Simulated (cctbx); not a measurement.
# Accept or mend?

Cell a = 6.6150 Å, b = 6.7690 Å, c = 8.8330 Å, α = 90.00°, β = 109.42°, γ = 90.00°; space group P2_1 (no. 4).

Simulated single-crystal data (cctbx): Mo Kα, λ = 0.71073 Å, to d = 0.65 Å, 50 % of the full sphere, strongest reflection 20000 counts, noise from counting, a 6 % proportional error and a noise floor of 8 counts (s.d.); no absorption.

An anisotropic refinement with weights 1/σ² prints:

```text
Rint 0.039, 2118 unique reflections to 0.65 A
cycle     R1     wR2    GooF  max shift (A)
   1  0.2207  0.5003   7.168   0.06162
   4  0.2006  0.4605   6.598   0.00034
final R1 0.2006 wR2 0.4605 GooF 6.598  parameters 54  data/parameter 39.2
atom        x        y        z      Ueq    occ   su(xyz)  su(Uiso or U11)
Ge1    0.29033  0.75854  0.68537  -0.0009  1.000  0.00032  0.0008  NPD
Sc1    0.27294  0.28498  0.44699   0.0053  1.000  0.00069  0.0015
K1     0.75344  0.77471  0.06570   0.0031  1.000  0.00073  0.0015  NPD
S1     0.51666  0.49683  0.72801  -0.0041  1.000  0.00078  0.0016  NPD
S2     0.06916  0.69976  0.42624   0.0052  1.000  0.00094  0.0022
S3     0.08623  0.74790  0.84573   0.0025  1.000  0.00085  0.0018  NPD
difference map: max 34.58 min -5.49 rms 1.66
Q1    0.4909  0.0306  0.7186    2   35.67  2.23 A from Ge1
Q2    0.2944  0.7520  0.6867    2   27.95  0.05 A from Ge1
Q3    0.4909  0.0004  0.2755    2   21.37  0.05 A from S1
Q4    0.2691  0.2932  0.4480    2   16.40  0.06 A from Sc1
Q5    0.2499  0.2902  0.9353    2   14.57  0.11 A from K1
Q6    0.0742  0.6986  0.4259    2   13.92  0.04 A from S2
```

**Question.** Can this result stand? If not, what is the likely fault?

Mend it. The fault: an atom left out, S at (0.5106, 0.5293, 0.2815). Against the right model at the same level, R1 goes from 0.0264 to 0.2006 and GooF from 0.95 to 6.60, U of S1 shrinks from 0.0046 to -0.0041 Å², U of Ge1 shrinks from 0.0038 to -0.0009 Å², the top difference peak, 35.7 e/Å³, lies 2.23 Å from Ge1 and Ge1, K1, S1 and S3 go non-positive-definite. Q1 is the missing atom. With scattering power missing, scale and phases suffer, so peaks may also grow on the heavy atoms.

The compound is KScGeS4. The right model at the same level gives:

```text
Rint 0.039, 2118 unique reflections to 0.65 A
cycle     R1     wR2    GooF  max shift (A)
   1  0.0328  0.0883   1.267   0.00211
   2  0.0264  0.0661   0.949   0.00000
final R1 0.0264 wR2 0.0661 GooF 0.949  parameters 63  data/parameter 33.6
atom        x        y        z      Ueq    occ   su(xyz)  su(Uiso or U11)
Ge1    0.29094  0.75645  0.68517   0.0038  1.000  0.00004  0.0001
Sc1    0.27255  0.28755  0.44766   0.0048  1.000  0.00008  0.0002
K1     0.75246  0.77938  0.06486   0.0058  1.000  0.00009  0.0002
S1     0.51048  0.52993  0.28146   0.0071  1.000  0.00012  0.0003
S2     0.52695  0.49869  0.73059   0.0046  1.000  0.00011  0.0002
S3     0.07227  0.69772  0.42588   0.0077  1.000  0.00012  0.0003
S4     0.08593  0.74549  0.84498   0.0060  1.000  0.00011  0.0002
Flack x: 0.014(8)
Hooft y: -0.001(11)  Bijvoet pairs: 728
difference map: max 0.62 min -0.71 rms 0.15
Q1    0.2953  0.5838  0.7848    2    0.62  1.46 A from Ge1
Q2    0.4357  0.7561  0.5932    2    0.62  1.45 A from Ge1
Q3    0.2635  0.2947  0.2714    2    0.60  1.54 A from Sc1
Q4    0.0433  0.7207  0.1556    2    0.55  1.86 A from K1
Q5    0.4388  0.8311  0.9027    2    0.55  1.91 A from Ge1
Q6    0.1906  0.1701  0.2918    2    0.52  1.52 A from Sc1
```

The model is made up (kin elements in a known structure type, no relaxation), so it says nothing on whether the phase exists.

[Middle refinement cycles are left out of these outputs.]

[Logs are printed without paths, hosts, clocks, repeated set-up lines and the standing remarks that a program may print on its own settings, such as how far it seeks lower states.]
